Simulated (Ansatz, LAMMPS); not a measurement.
# Convergence of a linear-scaling basis for glassy 69SiO2-19Al2O3-6SrO-6Li2O (mol %) (106 atoms), part 2 of 3

Wanted: errors and times of a linear-scaling basis for glassy 69SiO2-19Al2O3-6SrO-6Li2O (mol %) (106 atoms). A setting counts as converged where the r.m.s. difference of forces stays under 1 % of the r.m.s. force.

Ansatz 0.2.0; Kohn-Sham DFT, PBE, PAW (set soft_2), plane waves.

The cell: 22 Si, 12 Al, 2 Sr, 4 Li and 66 O. The quench rate of 50 K/ps far exceeds what a furnace or splat quench reaches. The starting topology of bonds comes from the classical model. The Brillouin zone is sampled at Γ only, in a cell whose shortest periodic width is 11 Å.

So far. Step 4 (Support functions low): Forces differ from the reference by 0.67 meV/Å r.m.s., 0.052 % of their size, well within a tolerance of 1 %; the energy by -4.6 meV/atom. It took roughly 6.9 times the reference's time (one timing each, with unlike analyses asked), in 13 cycles against 9.

## 5. Support functions medium

With localised support functions most steps grow linearly with size, though the diagonalisation grows faster unless the density matrix is cut; this run measures error and cost at this size. Besides, the program derives a nominal cutoff of 464 eV for this run, against the reference's 420.

This step: Kohn-Sham DFT, PBE, PAW (set soft_2), localised support functions (medium) (Ansatz 0.2.0).

The input, input.yaml:

```yaml
crystal:
  lattice:
    - [11.4504, 0.0, 0.0]
    - [0.0, 11.4504, 0.0]
    - [0.0, 0.0, 11.4504]
  atoms:
    [... the 106 atom lines of step 3 ...]
kpoints:
  mp_grid: { grid: [1, 1, 1] }
hamiltonian:
  xc: pbe
scf:
  occupations: { method: fixed }
  eigensolver: { kind: { support_functions: { accuracy: medium } } }
  max_iter: 150
output:
  forces: true
  eigenvalues: true
```

Command:

```
$ ansatz run input.yaml --threads 4 --pin off --max-ram 8192MiB --backend cpu --events-out ev --progress --plain --runs-dir out
```

The program printed:

```text
[...]
Warning: basis.ecutwfc = 464 eV, auto-derived: no grid that the accuracy of the support functions lays serves the files at the lower one that their records recommend; a deck with other species or settings can derive another value
[...]
Crystal: 106 atoms, lattice volume = 1501.281 Å³
Basis set: ecut = 464 eV, 34049 PW (Γ), exchange–correlation on 180×180×180 points (8 copies of the dense FFT grid, shifted against one another)
Bands: 332, of which v1, the nominal top of the filled ones, is band 276 counted from 1 (275 counted from 0)
Symmetry: 1 space group operations
k-points: 1
[...]
SCF iter   1: F=—  HF=-65908.259768 eV  |F-HF|=—  |Δ(HF+E_count)|=         —  Δρ=1.13e-1  dr2=1.99e2  ethr=1.00e-1
[...]
SCF iter  13: F=—  HF=-65914.453907 eV  |F-HF|=—  |Δ(HF+E_count)|=   1.61e-3  Δρ=1.60e-5  dr2=9.81e-6  ethr=6.58e-9  κ⁻¹=2.0e-5(r=7)
SCF iter  14: F=-65914.455243 eV  HF=-65914.455244 eV  |F-HF|=1.46e-6  |Δ(HF+E_count)|=   1.34e-3  Δρ=9.70e-6  dr2=1.91e-6  ethr=1.78e-9
SCF 1 converged in 14 iterations: F = -65914.474274 eV  dr2 = 1.91e-6
[...]
SCF converged after 14 iterations
[...]
Free energy (F): -65914.474274 eV
[...]
Internal energy: -65914.474274 eV  (E = F + TS)
E sigma→0 (E₀):  -65914.474274 eV
Fermi energy:    3.348147 eV
[...]
Σ components = -65914.474274   (vs F -65914.474274, Δ=0.00e0)
--- Forces (eV/Å), atoms counted from 1 ---
  atom   1  Si    -1.07879726     1.14994119     0.42005670
  atom   2  Si    -1.30480731     1.34865974    -2.66297671
  atom   3  Si     0.08829288     0.88591436     1.04321447
  atom   4  Si     2.38320048    -1.23620408    -2.01704063
[...]
atom 106  O      0.74689840     3.06912334     0.70027576
  max |Σ_I F_I| component: 2.93e-3 eV/Å
--- Band table (eV) ---
[...]
```

Run time: 3.5 min. Hardware: 4 threads of Arm Neoverse V1, shared host; peak memory 5.1 GiB.

Keys that differ from the reference: support_functions.accuracy = "medium" and scf.max_iter = 150.

Forces differ from the reference by 0.63 meV/Å r.m.s., 0.049 % of their size, well within a tolerance of 1 %; the energy by -4.6 meV/atom. It took roughly 7.1 times the reference's time (one timing each, with unlike analyses asked), in 14 cycles against 9.

## 6. Support functions medium, spacing 0.33 Å

The grid spacing sets how fine a wave the support functions can hold. Besides, the program derives a nominal cutoff of 464 eV for this run, against the reference's 420.

input.yaml, the sections that differ from step 5:

```yaml
scf:
  occupations: { method: fixed }
  eigensolver: { kind: { support_functions: { accuracy: medium, spacing: 0.33 } } }
  max_iter: 150
# crystal, kpoints, hamiltonian, output: as in step 5
```

The program printed:

```text
[...]
Crystal: 106 atoms, lattice volume = 1501.281 Å³
Basis set: ecut = 464 eV, 34049 PW (Γ), exchange–correlation on 162×162×162 points (8 copies of the dense FFT grid, shifted against one another)
Bands: 332, of which v1, the nominal top of the filled ones, is band 276 counted from 1 (275 counted from 0)
Symmetry: 1 space group operations
k-points: 1
[...]
SCF iter   1: F=—  HF=-65898.552415 eV  |F-HF|=—  |Δ(HF+E_count)|=         —  Δρ=1.10e-1  dr2=1.91e2  ethr=1.00e-1
[...]
SCF iter  14: F=-65909.746105 eV  HF=-65909.746107 eV  |F-HF|=1.21e-6  |Δ(HF+E_count)|=   1.66e-3  Δρ=8.49e-6  dr2=1.83e-6  ethr=1.35e-9
SCF 1 converged in 14 iterations: F = -65909.767355 eV  dr2 = 1.83e-6
[...]
SCF converged after 14 iterations
[...]
Free energy (F): -65909.767355 eV
[...]
Internal energy: -65909.767355 eV  (E = F + TS)
E sigma→0 (E₀):  -65909.767355 eV
Fermi energy:    3.362149 eV
[...]
--- Forces (eV/Å), atoms counted from 1 ---
  atom   1  Si    -1.12604639     1.14711481     0.43350217
  atom   2  Si    -1.32387381     1.35270946    -2.67964044
  atom   3  Si     0.08237371     0.89421102     1.05629347
  atom   4  Si     2.35344047    -1.25206277    -1.98267612
  atom   5  Si    -0.25959773    -0.43539455     1.48761169
  atom   6  Si    -0.60082164     2.26677302     0.88200715
  atom   7  Si    -2.84242850    -1.24367797     0.15036615
  atom   8  Si     1.09267019     1.56959233    -0.75315043
  atom   9  Si    -0.23566070     0.62389343    -1.36512657
  atom  10  Si    -1.13850754    -0.96970319     0.17715116
  atom  11  Si    -0.65896027    -4.15808655     0.64129219
  atom  12  Si    -0.91162846     1.13243911     1.93540987
  atom  13  Si     0.99549941    -0.47740180     1.34174729
  atom  14  Si    -1.41303325     0.49349122    -1.55596314
[...]
atom 105  O      2.99465084    -0.69899526    -2.23273282
  atom 106  O      0.67338608     2.98080782     0.64905973
  max |Σ_I F_I| component: 3.27e-1 eV/Å
--- Band table (eV) ---
[...]
```

The job ended after 80 s (4 threads; peak memory 2.2 GiB).

The program notes that the forces don't sum to zero within tolerance and the grid leaves an egg-box force.

Forces differ from the reference by 47 meV/Å r.m.s., 3.6 % of their size, over a tolerance of 1 %; the energy by +40 meV/atom and the gap by -0.037 eV. It took roughly 2.7 times the reference's time (one timing each, with unlike analyses asked), in 14 cycles against 9. The setting is coarser than the default on purpose.

## 7. Support functions medium, spacing 0.275 Å

The grid spacing sets how fine a wave the support functions can hold. Besides, the program derives a nominal cutoff of 464 eV for this run, against the reference's 420.

input.yaml, the sections that differ from step 6:

```yaml
scf:
  occupations: { method: fixed }
  eigensolver: { kind: { support_functions: { accuracy: medium, spacing: 0.275 } } }
  max_iter: 150
# crystal, kpoints, hamiltonian, output: as in step 6
```

The program printed:

```text
[...]
Crystal: 106 atoms, lattice volume = 1501.281 Å³
Basis set: ecut = 464 eV, 34049 PW (Γ), exchange–correlation on 162×162×162 points (8 copies of the dense FFT grid, shifted against one another)
Bands: 332, of which v1, the nominal top of the filled ones, is band 276 counted from 1 (275 counted from 0)
Symmetry: 1 space group operations
k-points: 1
[...]
SCF iter   1: F=—  HF=-65908.089459 eV  |F-HF|=—  |Δ(HF+E_count)|=         —  Δρ=1.13e-1  dr2=1.99e2  ethr=1.00e-1
[...]
SCF iter  15: F=-65914.857701 eV  HF=-65914.857701 eV  |F-HF|=4.06e-7  |Δ(HF+E_count)|=   9.95e-7  Δρ=3.90e-6  dr2=5.97e-7  ethr=4.17e-10
SCF 1 converged in 15 iterations: F = -65914.878309 eV  dr2 = 5.97e-7
[...]
SCF converged after 15 iterations
[...]
Free energy (F): -65914.878309 eV
[...]
Internal energy: -65914.878309 eV  (E = F + TS)
E sigma→0 (E₀):  -65914.878309 eV
Fermi energy:    3.347844 eV
[...]
--- Forces (eV/Å), atoms counted from 1 ---
  atom   1  Si    -1.08360918     1.15163594     0.41983577
  atom   2  Si    -1.30922149     1.34503307    -2.67144859
  atom   3  Si     0.09746401     0.88729728     1.04513856
  atom   4  Si     2.38655405    -1.23282132    -2.02334879
  atom   5  Si    -0.25337141    -0.42641277     1.49801068
  atom   6  Si    -0.59689757     2.23547588     0.89639875
  atom   7  Si    -2.90464074    -1.25342791     0.14307696
  atom   8  Si     1.09521948     1.57417284    -0.81646419
  atom   9  Si    -0.21535961     0.65198549    -1.37471657
  atom  10  Si    -1.12080035    -0.96892235     0.18725156
  atom  11  Si    -0.66091272    -4.16899892     0.71955937
  atom  12  Si    -0.88606792     1.13863808     1.90256792
  atom  13  Si     0.89960364    -0.47212710     1.37696260
  atom  14  Si    -1.40245020     0.51073971    -1.53076535
[...]
atom 105  O      2.88518406    -0.74275183    -2.19380861
  atom 106  O      0.74518237     3.06893855     0.69980268
  max |Σ_I F_I| component: 2.41e-2 eV/Å
--- Band table (eV) ---
[...]
```

Wall time 99 s (4 threads); peak memory 2.7 GiB.

Forces differ from the reference by 5.1 meV/Å r.m.s., 0.39 % of their size, within a tolerance of 1 %; the energy by -8.4 meV/atom. It took roughly 3.3 times the reference's time (one timing each, with unlike analyses asked), in 15 cycles against 9. The setting is coarser than the default on purpose.

## 8. A changed input

The input is spoilt on purpose; the run shows how that looks.

This step: Kohn-Sham DFT, PBE, PAW (set soft_2), plane waves (Ansatz 0.2.0).

The input, input.yaml:

```yaml
crystal:
  lattice:
    - [11.4504, 0.0, 0.0]
    - [0.0, 11.4504, 0.0]
    - [0.0, 0.0, 11.4504]
  atoms:
    - { symbol: Si, position: [0.61693, 0.62177, 0.51239] }
    - { symbol: Si, position: [0.06057, 0.02505, 0.7539] }
    - { symbol: Si, position: [0.60608, 0.85744, 0.65193] }
    - { symbol: Si, position: [0.03473, 0.28686, 0.49319] }
    - { symbol: Si, position: [0.71277, 0.96197, 0.95862] }
    - { symbol: Si, position: [0.01455, 0.50935, 0.81725] }
    - { symbol: Si, position: [0.30608, 0.34669, 0.45586] }
    - { symbol: Si, position: [0.1407, 0.26472, 0.85481] }
    - { symbol: Si, position: [0.08841, 0.65503, 0.05273] }
    - { symbol: Si, position: [0.02816, 0.68604, 0.599] }
    - { symbol: Si, position: [0.95122, 0.32843, 0.23096] }
    - { symbol: Si, position: [0.87527, 0.94466, 0.4003] }
    - { symbol: Si, position: [0.29682, 0.71882, 0.55012] }
    - { symbol: Si, position: [0.27823, 0.10889, 0.32482] }
    - { symbol: Si, position: [0.44251, 0.43191, 0.14678] }
    - { symbol: Si, position: [0.89847, 0.0569, 0.14646] }
    - { symbol: Si, position: [0.09374, 0.92338, 0.00031] }
    - { symbol: Si, position: [0.43516, 0.48941, 0.64901] }
    - { symbol: Si, position: [0.77945, 0.60277, 0.89612] }
    - { symbol: Si, position: [0.79874, 0.04885, 0.64218] }
    - { symbol: Si, position: [0.3504, 0.95886, 0.12051] }
    - { symbol: Si, position: [0.1099, 0.01582, 0.50258] }
    - { symbol: Al, position: [0.19437, 0.27668, 0.13432] }
    - { symbol: Al, position: [0.555, 0.44624, 0.88907] }
    - { symbol: Al, position: [0.40632, 0.59157, 0.34113] }
    - { symbol: Al, position: [0.37659996, 0.95886, 0.12051] }
    - { symbol: Al, position: [0.63647, 0.19516, 0.80916] }
    - { symbol: Al, position: [0.36502, 0.69559, 0.08984] }
    - { symbol: Al, position: [0.36322, 0.97626, 0.64266] }
    - { symbol: Al, position: [0.86534, 0.56922, 0.15114] }
    - { symbol: Al, position: [0.57045, 0.7359, 0.90125] }
    - { symbol: Al, position: [0.85403, 0.83788, 0.75748] }
    - { symbol: Al, position: [0.45577, 0.05969, 0.88006] }
    - { symbol: Al, position: [0.36615, 0.2399, 0.69471] }
    - { symbol: Sr, position: [0.77562, 0.39729, 0.66703] }
    - { symbol: Sr, position: [0.62623, 0.79001, 0.22524] }
    - { symbol: Li, position: [0.67642, 0.49742, 0.31834] }
    - { symbol: Li, position: [0.11117, 0.50387, 0.25612] }
    - { symbol: Li, position: [0.68986, 0.36886, 0.13071] }
    - { symbol: Li, position: [0.37102, 0.804, 0.78166] }
    - { symbol: O, position: [0.55278, 0.40218, 0.22441] }
    - { symbol: O, position: [0.77103, 0.0364, 0.06812] }
    - { symbol: O, position: [0.33284, 0.69932, 0.41961] }
    - { symbol: O, position: [0.87015, 0.50412, 0.8357] }
    - { symbol: O, position: [0.15898, 0.24978, 0.98888] }
    - { symbol: O, position: [0.8892, 0.98969, 0.2685] }
    - { symbol: O, position: [0.40232, 0.82864, 0.14845] }
    - { symbol: O, position: [0.07246, 0.35871, 0.18031] }
    - { symbol: O, position: [0.62848, 0.05238, 0.88678] }
    - { symbol: O, position: [0.75084, 0.59275, 0.51026] }
    - { symbol: O, position: [0.35896, 0.59933, 0.61334] }
    - { symbol: O, position: [0.32507, 0.22293, 0.38979] }
    - { symbol: O, position: [0.33455, 0.12473, 0.61578] }
    - { symbol: O, position: [0.16228, 0.70783, 0.5736] }
    - { symbol: O, position: [0.04889, 0.58462, 0.93527] }
    - { symbol: O, position: [0.47876, 0.19219, 0.79722] }
    - { symbol: O, position: [0.33582, 0.83935, 0.61562] }
    - { symbol: O, position: [0.80788, 0.82209, 0.39438] }
    - { symbol: O, position: [0.5551, 0.60878, 0.38471] }
    - { symbol: O, position: [0.73892, 0.91798, 0.67313] }
    - { symbol: O, position: [0.3748, 0.36249, 0.58553] }
    - { symbol: O, position: [0.34214, 0.46164, 0.39136] }
    - { symbol: O, position: [0.80095, 0.61272, 0.02757] }
    - { symbol: O, position: [0.85613, 0.41891, 0.18433] }
    - { symbol: O, position: [0.32786, 0.35788, 0.15196] }
    - { symbol: O, position: [0.22344, 0.65607, 0.08579] }
    - { symbol: O, position: [0.79352, 0.62949, 0.26578] }
    - { symbol: O, position: [0.63776, 0.585, 0.882] }
    - { symbol: O, position: [0.42159, 0.57682, 0.18878] }
    - { symbol: O, position: [0.64103, 0.84023, 0.99617] }
    - { symbol: O, position: [0.91513, 0.19137, 0.18683] }
    - { symbol: O, position: [0.03169, 0.57605, 0.69451] }
    - { symbol: O, position: [0.08582, 0.94615, 0.86187] }
    - { symbol: O, position: [0.61352, 0.75121, 0.56562] }
    - { symbol: O, position: [0.00825, 0.60489, 0.15834] }
    - { symbol: O, position: [0.05304, 0.78882, 0.02396] }
    - { symbol: O, position: [0.49369, 0.43675, 0.01934] }
    - { symbol: O, position: [0.00231, 0.93393, 0.4501] }
    [... 22 atom lines left out ...]
    - { symbol: O, position: [0.00155, 0.99951, 0.06873] }
    - { symbol: O, position: [0.465, 0.45589, 0.77378] }
    - { symbol: O, position: [0.55836, 0.5232, 0.59334] }
    - { symbol: O, position: [0.81217, 0.03709, 0.50591] }
    - { symbol: O, position: [0.8176, 0.91946, 0.88721] }
    - { symbol: O, position: [0.65812, 0.3296, 0.85452] }
kpoints:
  mp_grid: { grid: [1, 1, 1] }
hamiltonian:
  xc: pbe
scf:
  occupations: { method: fixed }
  max_iter: 100
output:
  forces: true
```

The program printed:

```text
Engine: ansatz 0.2.0, aarch64-unknown-linux-gnu
Pseudopotentials: kind: paw
Pseudopotential: Si, paw, valence charge 4, recommended cutoff 420 eV (normal), Si.paw.azcp
Pseudopotential: Al, paw, valence charge 3, recommended cutoff 420 eV (normal), Al.paw.azcp
Pseudopotential: Sr, paw, valence charge 10, recommended cutoff 420 eV (normal), Sr.paw.azcp
Pseudopotential: Li, paw, valence charge 3, recommended cutoff 420 eV (normal), Li.paw.azcp
Pseudopotential: O, paw, valence charge 6, recommended cutoff 420 eV (normal), O.paw.azcp
[... 5 lines on functional and potentials left out ...]
Crystal: 106 atoms, lattice volume = 1501.281 Å³
Basis set: ecut = 420 eV, 29423 PW (Γ), exchange–correlation on 160×160×160 points (8 copies of the dense FFT grid, shifted against one another)
Bands: 382, of which v1, the nominal top of the filled ones, is band 276 counted from 1 (275 counted from 0)
Symmetry: 1 space group operations
Space group: P1 (ITA 1), of the structure as read, at distance tolerance 1.1e-4 Å
k-points: 1
[... 11 lines on functional and potentials left out ...]
Initial density: superposition of atomic densities (neutral atoms: chi_scale 0, normalization atom), corrected by the library's trained network
Initial wavefunctions: pseudopotential atomic-orbital guess
Functional: x = pbe(κ = 0.804, μ = 0.219515), c = pbe(β = 0.066725)
SCF iter   1: F=—  HF=-88879.926709 eV  |F-HF|=—  |Δ(HF+E_count)|=         —  Δρ=1.33e0  dr2=2.00e5  ethr=1.77e-3  ⟨swp⟩=48.0  Hψ=23369  notcnv=194  defer=106
preconditioner: auto → Resta (q_TF=auto, 2.309 Å⁻¹)  ε∞=1.4  [insulator: Δε(μ)=0.120 eV  Ē_g=24.820 eV  n_scr=304 (ndim 8)  ℏωp=15.5 eV  f_vac=0.217  ε∞_Penn≈1.4  vacuum switching on, ρ_ref=4.5e-2 e/Å³]
SCF iter   2: F=—  HF=-131372.714288 eV  |F-HF|=—  |Δ(HF+E_count)|=    4.25e4  Δρ=1.22e0  dr2=2.28e5  ethr=1.77e-3  ⟨swp⟩=46.0  Hψ=18846  notcnv=88  defer=106
SCF iter   3: F=—  HF=-87333.206685 eV  |F-HF|=—  |Δ(HF+E_count)|=    4.40e4  Δρ=8.81e-1  dr2=7.66e4  ethr=1.77e-3  ⟨swp⟩=46.0  Hψ=16940  notcnv=68  defer=106
SCF iter   4: F=—  HF=-76622.971654 eV  |F-HF|=—  |Δ(HF+E_count)|=    1.07e4  Δρ=6.87e-1  dr2=4.26e4  ethr=1.77e-3  ⟨swp⟩=46.0  Hψ=14648  notcnv=39  defer=106
SCF iter   5: F=—  HF=-70927.916561 eV  |F-HF|=—  |Δ(HF+E_count)|=    5.70e3  Δρ=4.70e-1  dr2=1.66e4  ethr=1.77e-3  ⟨swp⟩=46.0  Hψ=12032  notcnv=7  defer=106
SCF iter   6: F=—  HF=-69407.876573 eV  |F-HF|=—  |Δ(HF+E_count)|=    1.52e3  Δρ=7.42e-1  dr2=3.51e4  ethr=1.77e-3  ⟨swp⟩=38.0  Hψ=9461  notcnv=0  defer=106
SCF iter   7: F=—  HF=-66453.407780 eV  |F-HF|=—  |Δ(HF+E_count)|=    2.95e3  Δρ=3.50e-1  dr2=2.27e3  ethr=1.77e-3  ⟨swp⟩=30.0  Hψ=5870  notcnv=0  defer=103
SCF iter   8: F=—  HF=-65998.555635 eV  |F-HF|=—  |Δ(HF+E_count)|=    4.55e2  Δρ=1.95e-1  dr2=1.04e3  ethr=1.77e-3  ⟨swp⟩=26.0  Hψ=4426  notcnv=0  defer=106
SCF iter   9: F=—  HF=-65897.902823 eV  |F-HF|=—  |Δ(HF+E_count)|=    1.01e2  Δρ=2.96e-1  dr2=2.73e3  ethr=1.77e-3  ⟨swp⟩=22.0  Hψ=4166  notcnv=0  defer=84  recentre
automatic band count: iteration 9 solves 360 bands in place of 382: the levels show a gap, and the empty bands left out lie too high to hold charge; the band table lists the bands solved (type scf.n_extra_bands for more)
SCF iter  10: F=—  HF=-65601.623815 eV  |F-HF|=—  |Δ(HF+E_count)|=    2.96e2  Δρ=1.82e-1  dr2=1.54e3  ethr=1.77e-3  ⟨swp⟩=12.0  Hψ=2228  notcnv=0  defer=105
automatic band count: iteration 10 solves 382 bands in place of 360: the levels no longer show a gap clear of their residuals, so the SCF keeps every band
[...]
iteration 71: the SCF's residuals had fallen too slowly under its mixing. It goes on by minimising its free energy, and can end on another state than longer mixing would; under `scf.algorithm: density_mixing` no SCF does so, but by `scf.convergence.dm_fallback`
[...]
SCF iter  91: F=—  HF=-65471.467012 eV  |F-HF|=—  |Δ(HF+E_count)|=   4.65e-3  Δρ=1.94e-2  dr2=8.69e0  ethr=1.81e-7  ⟨swp⟩=3.0  Hψ=795  notcnv=0  defer=82
SCF iter  92: F=—  HF=-65471.448328 eV  |F-HF|=—  |Δ(HF+E_count)|=   1.87e-2  Δρ=1.93e-2  dr2=8.62e0  ethr=1.81e-7  ⟨swp⟩=3.0  Hψ=688  notcnv=0  defer=82
SCF iter  93: F=—  HF=-65471.410983 eV  |F-HF|=—  |Δ(HF+E_count)|=   3.73e-2  Δρ=1.46e-2  dr2=8.85e0  ethr=1.81e-7  ⟨swp⟩=4.0  Hψ=749  notcnv=0  defer=84
SCF iter  94: F=—  HF=-65471.404833 eV  |F-HF|=—  |Δ(HF+E_count)|=   6.15e-3  Δρ=1.52e-2  dr2=5.91e0  ethr=1.81e-7  ⟨swp⟩=4.0  Hψ=733  notcnv=0  defer=84
SCF iter  95: F=—  HF=-65471.396067 eV  |F-HF|=—  |Δ(HF+E_count)|=   8.77e-3  Δρ=1.12e-2  dr2=3.22e0  ethr=1.81e-7  ⟨swp⟩=2.0  Hψ=484  notcnv=0  defer=84
SCF iter  96: F=—  HF=-65471.435451 eV  |F-HF|=—  |Δ(HF+E_count)|=   3.94e-2  Δρ=1.96e-2  dr2=9.14e0  ethr=1.81e-7  ⟨swp⟩=4.0  Hψ=794  notcnv=0  defer=84  recentre
SCF iter  97: F=—  HF=-65471.391424 eV  |F-HF|=—  |Δ(HF+E_count)|=   4.40e-2  Δρ=5.27e-3  dr2=4.30e-1  ethr=1.81e-7  ⟨swp⟩=5.0  Hψ=737  notcnv=0  defer=84
SCF iter  98: F=—  HF=-65471.392199 eV  |F-HF|=—  |Δ(HF+E_count)|=   7.75e-4  Δρ=1.17e-2  dr2=3.33e0  ethr=1.81e-7  ⟨swp⟩=45.0  Hψ=3343  notcnv=0  recentre
SCF iter  99: F=—  HF=-65471.395178 eV  |F-HF|=—  |Δ(HF+E_count)|=   2.98e-3  Δρ=1.34e-2  dr2=7.24e0  ethr=1.81e-7  ⟨swp⟩=21.0  Hψ=1686  notcnv=0
SCF iter 100: F=—  HF=-65471.391418 eV  |F-HF|=—  |Δ(HF+E_count)|=   3.76e-3  Δρ=1.54e-2  dr2=5.92e0  ethr=1.81e-7  ⟨swp⟩=24.0  Hψ=1637  notcnv=0
Error: did not converge after 100 iterations: dr2 = 5.92e0 (threshold 1.00e-6), under the density mixer `msr1`, which `scf.mixing.algorithm: auto` chose by the deck's other keys (type `scf.mixing.algorithm: msr1` to keep it); at k-index 0, counted from 0 in this SCF's own list of k-points, [...]
```

The job ended after 7.7 min (4 threads; peak memory 2.1 GiB).

Residual by cycle:

cycle, log10 residual and a bar from the least value:
```
        1        5.3 ##############################
       10        3.2 ################
       19        1.1 ###
       28        0.9 ##
       37        0.6 
       46        0.9 #
       55        0.9 ##
       64        0.9 ##
       73        1.0 ###
       82        0.8 #
       91        0.9 ##
      100        0.8 #
```

The run stopped without converging, so none of its numbers is a property of the system.

After 100 cycles the residual stands at 5.9, with no steady fall over the second half. The cap of 100 cycles in the input ended the loop.

The program's message: “Error: did not converge after 100 iterations: dr2 = 5.92e0 (threshold 1.00e-6), under the density mixer `msr1`, which `scf.mixing.algorithm: auto` chose by the deck's other keys (type `scf.mixing.algo …”

The fault in the input: atoms that overlap (crystal.atoms[25].position = [0.37659996, 0.95886, 0.12051]). The fix is to restore the position.

(Continued in part 3 of 3.)

[Long decimals in the printed logs are rounded to 6 places.]

[Logs are printed without paths, hosts, clocks, repeated set-up lines and the standing remarks that a program may print on its own settings, such as how far it seeks lower states.]

[Hosts, paths, dates, database ids (printed as entryN), source tags and the programs' standing remarks are cut or masked in the printed files.]
